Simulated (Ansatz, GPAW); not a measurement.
**WSi2As4 monolayer: work function by functional and basis**

Wanted: work functions and dipole of WSi2As4 monolayer, with the cost of each level. Where a layer proves gapped, the work function hangs on where the smearing puts the Fermi level, and the band edges take its place.

Method: Ansatz plane waves; layer without images along its normal, relaxation of atoms and in-plane cell, in the first sound run; inputs show where later runs differ, in GPAW 26.7.0 and Ansatz 0.2.0.

## (1) Set-up

The cell holds 7 atoms: 4 As, 2 Si and 1 W. Cell: a = 3.630 Å, b = 3.630 Å, c = 27.155 Å, α = 90.0°, β = 90.0°, γ = 120.0°. Vacuum lies along c.

## (2) Relaxing the atoms

Forces are removed first; all later runs use this geometry.

Input file input.yaml:

```yaml
crystal:
  lattice:
    - [3.63, 0.0, 0.0]
    - [-1.815, 3.1436722157, 0.0]
    - [0.0, 0.0, 27.155114908]
  atoms:
    - { symbol: As, position: [0.0, 0.0, 0.3314292733] }
    - { symbol: Si, position: [0.3333333333, 0.6666666667, 0.3594892218] }
    - { symbol: As, position: [0.3333333333, 0.6666666667, 0.4416100307] }
    - { symbol: W, position: [0.0, 0.0, 0.5] }
    - { symbol: As, position: [0.3333333333, 0.6666666667, 0.5583899693] }
    - { symbol: Si, position: [0.3333333333, 0.6666666667, 0.6405107782] }
    - { symbol: As, position: [0.0, 0.0, 0.6685707267] }
  periodic: [true, true, false]
kpoints:
  mp_grid: { grid: [9, 9, 1] }
hamiltonian:
  xc: pbe
scf:
  occupations: { method: fermi_dirac, width: 0.05 }
relax:
  f_tol: 0.01
  max_steps: 90
  cell: {}
```

Run with:

```bash
$ ansatz run input.yaml --threads 4 --pin off --max-ram 8192MiB --backend cpu --events-out ev --progress --plain --runs-dir out
```

Numbers of over 12 decimals in the logs are rounded to 6 here.

What it wrote:

```text
Warning: crystal.periodic: the lattice vector that does not repeat stood 0.000° off the slab's normal, 27.155 Å along it as the deck builds it. The run solves the slab on a vector along the normal, 42.110 Å long, with every atom where it was (on the deck's vector they left 18.00 Å outside them, and the widest stretch free of ions among them is 2.23 Å). A fractional position that the run reports is one of the run's ce [...]
crystal.periodic: the lattice vector that does not repeat stood 0.000° off the slab's normal, 27.155 Å along it as the deck builds it. The run solves the slab on a vector along the normal, 42.110 Å long, with every atom where it was (on the deck's vector they left 18.00 Å outside them, and the widest stretch free of ions among them is 2.23 Å). A fractional position that the run reports is one of the run's cell, which [...]
Engine: ansatz 0.2.0, x86_64-unknown-linux-gnu
Pseudopotentials: kind: paw
Pseudopotential: As, paw, valence charge 15, recommended cutoff 420 eV (normal), As.paw.azcp
Pseudopotential: Si, paw, valence charge 4, recommended cutoff 420 eV (normal), Si.paw.azcp
Pseudopotential: W, paw, valence charge 14, recommended cutoff 420 eV (normal), W.paw.azcp
Functional definition: PBE
  parameter kappa = 0.804
  parameter beta = 0.066725
  exchange = pbe_x(kappa = kappa, mu = beta*pi^2/3)
  correlation = pbe_c(beta = beta)
Crystal: 7 atoms, lattice volume = 480.542 Å³
Basis set: ecut = 420 eV, 9273 PW (Γ), exchange–correlation on 50×50×576 points (8 copies of the dense FFT grid, shifted against one another)
Bands: 50, of which v1, the nominal top of the filled ones, is band 41 counted from 1 (40 counted from 0)
Symmetry: 12 space group operations
Space group: P-6m2 (ITA 187), of the structure as read, at distance tolerance 7.8e-5 Å
k-points: 12 of 81 (time reversal used)
Non-local potential: As, projectors of the file, l = 0: 2, l = 1: 2, l = 2: 3, l = 3: 1
Non-local potential: Si, projectors of the file, l = 0: 2, l = 1: 2, l = 2: 2
Non-local potential: W, projectors of the file, l = 0: 3, l = 1: 2, l = 2: 2, l = 3: 1
PAW form: soft (Blöchl's): semilocal exchange-correlation on the pseudo side does not see the compensation charge
PAW one-centre angular grid: As, 590 points (default); XC on 64 Gauss nodes
PAW one-centre angular grid: Si, 110 points (default); XC on 64 Gauss nodes
PAW one-centre angular grid: W, 590 points (default); XC on 64 Gauss nodes
Initial density: superposition of atomic densities (neutral atoms: chi_scale 0, normalization atom), corrected by the library's trained network
Initial wavefunctions: pseudopotential atomic-orbital guess
Functional: x = pbe(κ = 0.804, μ = 0.219515), c = pbe(β = 0.066725)
SCF iter   1: F=—  HF=-31079.828260 eV  |F-HF|=—  |Δ(HF+E_count)|=         —  Δρ=4.50e-3  dr2=1.26e0  ethr=1.77e-3  ⟨swp⟩=13.8  Hψ=3694  notcnv=0  defer=4
preconditioner: auto → Resta (q_TF=auto, 2.032 Å⁻¹)  ε∞=2.4  [insulator: Δε(μ)=0.771 eV  Ē_g=8.435 eV  σ=0.050 eV  W_gap=1.00  n_scr=56 (ndim 8)  ℏωp=9.9 eV  f_vac=0.695  D(μ)=0.00/eV (n_scr^D=0)  ε∞_Penn≈2.4  vacuum switching on, ρ_ref=5.2e-3 e/Å³]
SCF iter   2: F=—  HF=-31080.132467 eV  |F-HF|=—  |Δ(HF+E_count)|=   3.04e-1  Δρ=1.25e-2  dr2=8.03e0  ethr=1.54e-3  ⟨swp⟩=4.4  Hψ=1024  notcnv=0  defer=29  recentre
preconditioner: auto → LDOS  [metal: Δε(μ)=0.106 eV  Ē_g=8.501 eV  σ=0.050 eV  W_gap=0.45  n_scr=56 (ndim 8)  ℏωp=9.9 eV  f_vac=0.694  D(μ)=2.43/eV (n_scr^D=12)  β→1.0]
SCF iter   3: F=—  HF=-31079.733061 eV  |F-HF|=—  |Δ(HF+E_count)|=   3.99e-1  Δρ=1.98e-3  dr2=2.74e-1  ethr=1.54e-3  ⟨swp⟩=4.1  Hψ=1011  notcnv=0  defer=29
SCF iter   4: F=—  HF=-31079.702719 eV  |F-HF|=—  |Δ(HF+E_count)|=   3.03e-2  Δρ=7.80e-4  dr2=1.03e-2  ethr=3.34e-4  ⟨swp⟩=3.7  Hψ=1046  notcnv=0  defer=28
SCF iter   5: F=—  HF=-31079.700933 eV  |F-HF|=—  |Δ(HF+E_count)|=   1.79e-3  Δρ=1.98e-4  dr2=5.81e-4  ethr=1.25e-5  ⟨swp⟩=3.0  Hψ=936  notcnv=0  defer=28
SCF iter   6: F=—  HF=-31079.700918 eV  |F-HF|=—  |Δ(HF+E_count)|=   1.55e-5  Δρ=7.68e-5  dr2=9.53e-5  ethr=7.09e-7  ⟨swp⟩=3.0  Hψ=919  notcnv=0  defer=28
SCF iter   7: F=—  HF=-31079.701108 eV  |F-HF|=—  |Δ(HF+E_count)|=   1.90e-4  Δρ=4.30e-5  dr2=1.46e-4  ethr=1.16e-7  ⟨swp⟩=3.0  Hψ=936  notcnv=0  defer=28
SCF iter   8: F=—  HF=-31079.701094 eV  |F-HF|=—  |Δ(HF+E_count)|=   1.39e-5  Δρ=1.28e-5  dr2=2.49e-6  ethr=1.16e-7  ⟨swp⟩=3.0  Hψ=803  notcnv=0  defer=28
SCF iter   9: F=-31079.701094 eV  HF=-31079.701094 eV  |F-HF|=6.73e-8  |Δ(HF+E_count)|=   3.74e-7  Δρ=3.95e-6  dr2=6.25e-8  ethr=1.22e-10  ⟨swp⟩=6.6  Hψ=3497  notcnv=0
SCF 1 converged in 9 iterations: F = -31079.701094 eV  dr2 = 6.25e-8
  greatest PAW one-centre occupation: 1.000 electrons in one spin orbital (limit 2), on the W atom at site 3 (counted from 0), in its partial waves of l = 0
relax step   1: F+E_penalty+E_count = -31079.70109444 eV  Δ(F+E_penalty+E_count) = +0.000e0 eV  max|allowed force component| = 3.225e0 eV/Å  Δτ_max = 0.0000 Å  P = +5.656 N/m  Ω = 480.542 Å³  fix = [c, alpha, beta]  reactions: c +0.000 N/m  (9 SCF iters, dr2 threshold 1.00e-7 eV, accepted)
Crystal: 7 atoms, lattice volume = 474.905 Å³
Basis set: ecut = 420 eV, 9153 PW (Γ), exchange–correlation on 50×50×576 points (8 copies of the dense FFT grid, shifted against one another)
Initial density: handed on by an earlier stage of this run
Initial wavefunctions: those handed on with the density
iter 1 solved again at ethr=5.36e-4 eV; its pass at ethr=3.10e-3 eV (dr2=4.39e-1 eV) is discarded
SCF iter   1: F=—  HF=-31081.131284 eV  |F-HF|=—  |Δ(HF+E_count)|=         —  Δρ=7.91e-3  dr2=4.40e-1  ethr=5.36e-4  ⟨swp⟩=2.2  Hψ=4039  notcnv=0
preconditioner: auto → Resta (q_TF=auto, 2.036 Å⁻¹)  ε∞=2.4  [insulator: Δε(μ)=0.409 eV  Ē_g=8.419 eV  σ=0.050 eV  W_gap=0.97  n_scr=56 (ndim 8)  ℏωp=9.9 eV  f_vac=0.685  D(μ)=0.04/eV (n_scr^D=0)  ε∞_Penn≈2.4  vacuum switching on, ρ_ref=5.1e-3 e/Å³]
SCF iter   2: F=—  HF=-31081.056744 eV  |F-HF|=—  |Δ(HF+E_count)|=   7.45e-2  Δρ=4.11e-3  dr2=1.34e-1  ethr=5.36e-4  ⟨swp⟩=4.4  Hψ=1149  notcnv=0
SCF iter   3: F=—  HF=-31081.040761 eV  |F-HF|=—  |Δ(HF+E_count)|=   1.60e-2  Δρ=2.75e-3  dr2=6.97e-2  ethr=1.64e-4  ⟨swp⟩=4.5  Hψ=1205  notcnv=0  defer=20
SCF iter   4: F=—  HF=-31081.034900 eV  |F-HF|=—  |Δ(HF+E_count)|=   5.86e-3  Δρ=1.01e-3  dr2=3.22e-2  ethr=8.49e-5  ⟨swp⟩=3.8  Hψ=1044  notcnv=0  defer=30
SCF iter   5: F=—  HF=-31081.031198 eV  |F-HF|=—  |Δ(HF+E_count)|=   3.70e-3  Δρ=3.31e-4  dr2=5.41e-4  ethr=3.93e-5  ⟨swp⟩=3.2  Hψ=942  notcnv=0  defer=30
[...]
SCF iter   1: F=—  HF=-31081.285173 eV  |F-HF|=—  |Δ(HF+E_count)|=         —  Δρ=6.71e-3  dr2=1.75e-1  ethr=2.11e-4  ⟨swp⟩=2.8  Hψ=3602  notcnv=0
preconditioner: auto → Resta (q_TF=auto, 2.038 Å⁻¹)  ε∞=2.5  [insulator: Δε(μ)=0.771 eV  Ē_g=8.252 eV  σ=0.050 eV  W_gap=1.00  n_scr=44 (ndim 8)  ℏωp=10.0 eV  f_vac=0.676  D(μ)=0.00/eV (n_scr^D=0)  ε∞_Penn≈2.5  vacuum switching on, ρ_ref=4.9e-3 e/Å³]
SCF iter   2: F=—  HF=-31081.283425 eV  |F-HF|=—  |Δ(HF+E_count)|=   1.75e-3  Δρ=3.51e-3  dr2=1.67e-1  ethr=2.11e-4  ⟨swp⟩=4.6  Hψ=1066  notcnv=0
SCF iter   3: F=—  HF=-31081.278754 eV  |F-HF|=—  |Δ(HF+E_count)|=   4.67e-3  Δρ=2.93e-3  dr2=1.13e-1  ethr=2.03e-4  ⟨swp⟩=4.7  Hψ=1074  notcnv=0  defer=27
SCF iter   4: F=—  HF=-31081.270279 eV  |F-HF|=—  |Δ(HF+E_count)|=   8.47e-3  Δρ=5.27e-4  dr2=9.75e-4  ethr=1.38e-4  ⟨swp⟩=3.7  Hψ=935  notcnv=0  defer=27
SCF iter   5: F=—  HF=-31081.270011 eV  |F-HF|=—  |Δ(HF+E_count)|=   2.68e-4  Δρ=2.46e-4  dr2=8.22e-4  ethr=1.19e-6  ⟨swp⟩=4.0  Hψ=1337  notcnv=0  defer=27
SCF iter   6: F=—  HF=-31081.269931 eV  |F-HF|=—  |Δ(HF+E_count)|=   7.94e-5  Δρ=8.80e-5  dr2=8.59e-5  ethr=1.00e-6  ⟨swp⟩=2.3  Hψ=785  notcnv=0  defer=27
SCF iter   7: F=—  HF=-31081.270075 eV  |F-HF|=—  |Δ(HF+E_count)|=   1.44e-4  Δρ=3.14e-5  dr2=2.35e-5  ethr=1.05e-7  ⟨swp⟩=3.0  Hψ=922  notcnv=0  defer=27
SCF iter   8: F=-31081.270074 eV  HF=-31081.270074 eV  |F-HF|=4.07e-8  |Δ(HF+E_count)|=   8.54e-7  Δρ=7.16e-6  dr2=4.43e-7  ethr=8.54e-10  ⟨swp⟩=6.2  Hψ=3206  notcnv=0
SCF 3 converged in 8 iterations: F = -31081.270074 eV  dr2 = 4.43e-7
relax step   3: F+E_penalty+E_count = -31081.27007411 eV  Δ(F+E_penalty+E_count) = -2.389e-1 eV  max|allowed force component| = 2.003e-1 eV/Å  Δτ_max = 0.1972 Å  P = +1.095 N/m  Ω = 471.532 Å³  energy of the carried Pulay correction = +4.545e-4 eV  fix = [c, alpha, beta]  reactions: c +0.000 N/m  (8 SCF iters, dr2 threshold 7.00e-7 eV, accepted)
[...]
relax step   4: F+E_penalty+E_count = -31081.27785605 eV  Δ(F+E_penalty+E_count) = -7.782e-3 eV  max|allowed force component| = 8.872e-2 eV/Å  Δτ_max = 0.0194 Å  P = +0.124 N/m  Ω = 474.903 Å³  energy of the carried Pulay correction = +2.835e-4 eV  fix = [c, alpha, beta]  reactions: c +0.000 N/m  (6 SCF iters, dr2 threshold 7.00e-7 eV, accepted)
[...]
relax step   5: F+E_penalty+E_count = -31081.27858846 eV  Δ(F+E_penalty+E_count) = -7.324e-4 eV  max|allowed force component| = 1.294e-2 eV/Å  Δτ_max = 0.0094 Å  P = -0.014 N/m  Ω = 475.346 Å³  energy of the carried Pulay correction = +2.611e-4 eV  fix = [c, alpha, beta]  reactions: c -0.000 N/m  (6 SCF iters, dr2 threshold 4.92e-7 eV, accepted)
[...]
relax step   6: F+E_penalty+E_count = -31081.27859808 eV  Δ(F+E_penalty+E_count) = -9.627e-6 eV  max|allowed force component| = 9.803e-4 eV/Å  Δτ_max = 0.0013 Å  P = -0.003 N/m  Ω = 475.424 Å³  energy of the carried Pulay correction = +2.571e-4 eV  fix = [c, alpha, beta]  reactions: c -0.000 N/m  (6 SCF iters, dr2 threshold 1.05e-8 eV, accepted)
Initial wavefunctions: pseudopotential atomic-orbital guess (no wavefunctions were taken with the density)
iter 1 solved again at ethr=7.63e-7 eV; its pass at ethr=3.10e-3 eV (dr2=6.26e-4 eV) is discarded
SCF iter   1: F=—  HF=-31081.278251 eV  |F-HF|=—  |Δ(HF+E_count)|=         —  Δρ=6.52e-6  dr2=4.31e-8  ethr=7.63e-7  ⟨swp⟩=6.4  Hψ=5834  notcnv=0
eigensolver tolerance schedule: the retry pair's looser diagonalisation over-reported the residual by 14535.19 of it (diagonalisation noise at an unbounded share of the residual, at the tolerance the schedule requests for it); recorded, not acted on — ethr = c·dr2/N_el stays at c = 1.0e-1
SCF iter   2: F=—  HF=-31081.278352 eV  |F-HF|=—  |Δ(HF+E_count)|=   1.02e-4  Δρ=3.97e-6  dr2=1.54e-8  ethr=5.25e-11  ⟨swp⟩=6.0  Hψ=2378  notcnv=0
SCF iter   3: F=—  HF=-31081.278352 eV  |F-HF|=—  |Δ(HF+E_count)|=   1.30e-8  Δρ=1.28e-6  dr2=4.81e-9  ethr=1.88e-11  ⟨swp⟩=2.8  Hψ=1118  notcnv=0
SCF iter   4: F=—  HF=-31081.278352 eV  |F-HF|=—  |Δ(HF+E_count)|=   2.48e-9  Δρ=7.79e-7  dr2=1.36e-8  ethr=5.87e-12  ⟨swp⟩=3.2  Hψ=1062  notcnv=0  recentre
SCF iter   5: F=—  HF=-31081.278352 eV  |F-HF|=—  |Δ(HF+E_count)|=   1.64e-9  Δρ=1.78e-7  dr2=4.20e-10  ethr=5.87e-12  ⟨swp⟩=3.0  Hψ=907  notcnv=0
SCF iter   6: F=—  HF=-31081.278352 eV  |F-HF|=—  |Δ(HF+E_count)|=  2.40e-10  Δρ=9.56e-8  dr2=3.51e-11  ethr=1.00e-12  ⟨swp⟩=2.6  Hψ=837  notcnv=0
SCF iter   7: F=-31081.278352 eV  HF=-31081.278352 eV  |F-HF|=8.73e-11  |Δ(HF+E_count)|=  2.55e-11  Δρ=2.89e-8  dr2=3.46e-12  ethr=1.00e-12  ⟨swp⟩=9.9  Hψ=3680  notcnv=0
SCF 7 converged in 7 iterations: F = -31081.278352 eV  dr2 = 3.46e-12
relax step   7: F+E_penalty+E_count = -31081.27835248 eV  Δ(F+E_penalty+E_count) = +2.456e-4 eV  max|allowed force component| = 9.437e-4 eV/Å  Δτ_max = 0.0000 Å  P = -0.007 N/m  Ω = 475.424 Å³  fix = [c, alpha, beta]  reactions: c -0.000 N/m  stress off target by 6.90e-3 N/m on what of the cell is left free  SCF on the basis re-selected at this cell (its energy is not comparable with the rows above)  (7 SCF iters)
basis re-selected at this cell: Δ(F+E_penalty+E_count) = +2.456e-4 eV, ΔP = -0.004 N/m vs the last step (what re-selecting the basis moved, of the pressure what is left beyond the Pulay correction that the steps carried, after the strain that the cell walked since its last selection, with what the two solves' SCF thresholds leave and, on support functions, any second-order correction that the steps lacked; it is no m [...]
SCF converged after 7 iterations
Free energy (F): -31081.278352 eV
Harris-Foulkes:  -31081.278352 eV  (|F-HF|=8.73e-11)
Internal energy: -31081.278314 eV  (E = F + TS)
E sigma→0 (E₀):  -31081.278333 eV
Entropy (-TS):   -0.000039 eV (-0.006 meV/atom)
Fermi energy:    -4.438979 eV
--- Per-component energies (eV) ---
  E_band       = -2358.424544
  E_kinetic    = 943.177806
  E_local      = -364953.666511  (includes V_loc(G=0)·N_el)
  E_nonlocal   = -2628.368167
  E_hartree    = 182066.661535
  E_xc         = -693.629843
  E_vxc        = -648.653757  (∫ρ·V_xc dr)
  E_paw        = -16930.168622  (= ΣΔE_a)
  E_vpaw       = 795.762297  (= ΣTr[D̂ρ^β])
  E_aug_tail   = -0.000018  (compensation charges beyond the density's cutoff)
  E_ewald      = 171114.715507
  E_smearing   = -0.000039  (= −TS)
  E_closure    = -0.000000  (closes the sum)
  Σ components = -31081.278352   (vs F -31081.278352, Δ=0.00e0)
--- Forces (eV/Å), atoms counted from 1 ---
  atom   1  As     0.00000000     0.00000000    -0.00049715
  atom   2  Si     0.00000000    -0.00000000    -0.00068332
  atom   3  As     0.00000000    -0.00000000     0.00094372
  atom   4  W      0.00000000    -0.00000000     0.00000000
  atom   5  As     0.00000000    -0.00000000    -0.00094372
  atom   6  Si     0.00000000    -0.00000000     0.00068332
  atom   7  As     0.00000000     0.00000000     0.00049715
  max |Σ_I F_I| component: 1.06e-16 eV/Å
--- 2D stress c σ (N/m, compression-positive) ---
       -0.006904       0.000000       0.000000
        0.000000      -0.006904       0.000000
        0.000000       0.000000       0.000000
  P = ½ c Tr σ = -0.0069 N/m
--- Relaxed structure (6 steps of the walk, 6 accepted, 1 SCFs on fresh bases) ---
  F+E_penalty+E_count = -31081.27835248 eV   max|allowed force component| = 9.437e-4 eV/Å   (the final SCF, on the basis selected at the relaxed cell)
  cell:  # Å, volume = 475.4245 Å³
    - [3.610619, -2.1517453943313114e-18, 0.0]
    - [-1.805309, 3.126888, 0.0]
    - [0.0, 0.0, 42.110230]
  atoms:
    - { symbol: As, position: [1.0573552618554987e-17, -5.135725556199064e-17, 0.203931] }
    - { symbol: Si, position: [0.333333, 0.666667, 0.230532] }
    - { symbol: As, position: [0.333333, 0.666667, 0.286862] }
    - { symbol: W, position: [1.0573552618555e-17, -5.135725556199064e-17, 0.322429] }
    - { symbol: As, position: [0.333333, 0.666667, 0.357996] }
    - { symbol: Si, position: [0.333333, 0.666667, 0.414326] }
    - { symbol: As, position: [1.0573552618554987e-17, -5.135725556199064e-17, 0.440927] }
```

Elapsed: 38 s, on 4 threads of Intel Xeon Platinum 8488C (Sapphire Rapids), shared host; peak memory 1.1 GiB.

Step by step:

```csv
step,energy less that of the first step (eV),largest force component (eV/Å),volume (Å³)
1,0.0000,3.2249,480.54
2,-1.3301,1.1168,474.91
3,-1.5690,0.2003,471.53
4,-1.5768,0.0887,474.90
5,-1.5775,0.0129,475.35
6,-1.5775,0.0010,475.42
7*,-1.5773,0.0009,475.42
```

Relaxation steps marked * repeat the geometry before them on a plane-wave basis chosen anew for their cell, so energy and pressure can jump there.

Forces are held to the 12 operations that the run works with; a distortion that breaks them can't arise in this run.

| cell as run | before | after | change |
| --- | --- | --- | --- |
| a (Å) | 3.630 | 3.611 | -0.5 % |
| b (Å) | 3.630 | 3.611 | -0.5 % |

The atoms that moved most (Å, along periodic axes as changes of fractional coordinates times the final cell, across vacuum about the mean position):

```
atom     dx     dy      dz  length
 As1  0.000  0.000  -0.412   0.412
 As7  0.000  0.000   0.412   0.412
 As3  0.000  0.000   0.088   0.088
 As5  0.000  0.000  -0.088   0.088
 Si2  0.000  0.000  -0.054   0.054
 Si6  0.000  0.000   0.054   0.054
```

This step gave:

| Quantity | Value |
| --- | --- |
| free energy | -31081.2784 eV |
| gap by band count | 0.7154 eV |
| symmetry operations | 12 |

The relaxation lowered the energy of the cell by 1.58 eV.

(Continued in part 2 of 3.)

[Logs are printed without paths, hosts, clocks, repeated set-up lines and the standing remarks that a program may print on its own settings, such as how far it seeks lower states.]

[Hosts, paths, dates, database ids (printed as entryN), source tags and the programs' standing remarks are cut or masked in the printed files.]
